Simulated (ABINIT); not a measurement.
Planning a run of ABINIT 10.8.3 on Cs2AgBiBr6 (Fm-3m). The input:

```
acell 3*1.0 Angstrom
rprim 
  0.000000000000 5.616100000000 5.616100000000
  5.616100000000 0.000000000000 5.616100000000
  5.616100000000 5.616100000000 0.000000000000
ntypat 4
znucl 55 47 83 35
natom 10
typat 1 1 2 3 4 4 4 4 4 4
xred 
  0.250000000000 0.250000000000 0.250000000000
  0.750000000000 0.750000000000 0.750000000000
  0.500000000000 0.500000000000 0.500000000000
  0.000000000000 0.000000000000 0.000000000000
  0.250550000000 0.749450000000 0.250550000000
  0.250550000000 0.749450000000 0.749450000000
  0.749450000000 0.250550000000 0.749450000000
  0.749450000000 0.250550000000 0.250550000000
  0.250550000000 0.250550000000 0.749450000000
  0.749450000000 0.749450000000 0.250550000000
pp_dirpath "pseudos"
pseudos "Cs.upf, Ag.upf, Bi.upf, Br.upf"
ecut 39
ngkpt 2 2 2
nshiftk 1
shiftk 0 0 0
kptopt 1
chksymbreak 0
iscf -2
irdden 1
istwfk *1
nband 245
nbdbuf 22
tolwfr 1e-09
nstep 60
prtvol 0
indata_prefix "in"
outdata_prefix "out"
tmpdata_prefix "tmp"
```

```sh
OMP_NUM_THREADS=2 mpirun -n 3 abinit run.abi > log
```

**Question.** How long will it take on 3 MPI ranks of INTEL XEON PLATINUM 8581C at 2.30GHz (Emerald Rapids), shared host, and how much memory?

It took 6.4 min; on shared hardware allow 3.2 min to 13 min. Peak host memory was 0.88 GiB.

[Paths, hosts, dates, memory and timing lines, banners, echoed tables and standing remarks are left out of the program output.]

[Logs are printed without paths, hosts, clocks, repeated set-up lines and the standing remarks that a program may print on its own settings, such as how far it seeks lower states.]

[Runs of the session that timed out or met a known fault of the program may be left out.]

[Hosts, paths, dates, database ids (printed as entryN), source tags and the programs' standing remarks are cut or masked in the printed files.]

[G0W0 gaps are taken among the corrected bands and points alone; a level outside them can change the order at an edge.]

[Where Ansatz stands beside ABINIT at settings called matched, ABINIT's density can come from a denser mesh and the files from another edition; pairs whose starting gaps differed by over 0.03 eV were left out, so agreement reads better than it is.]
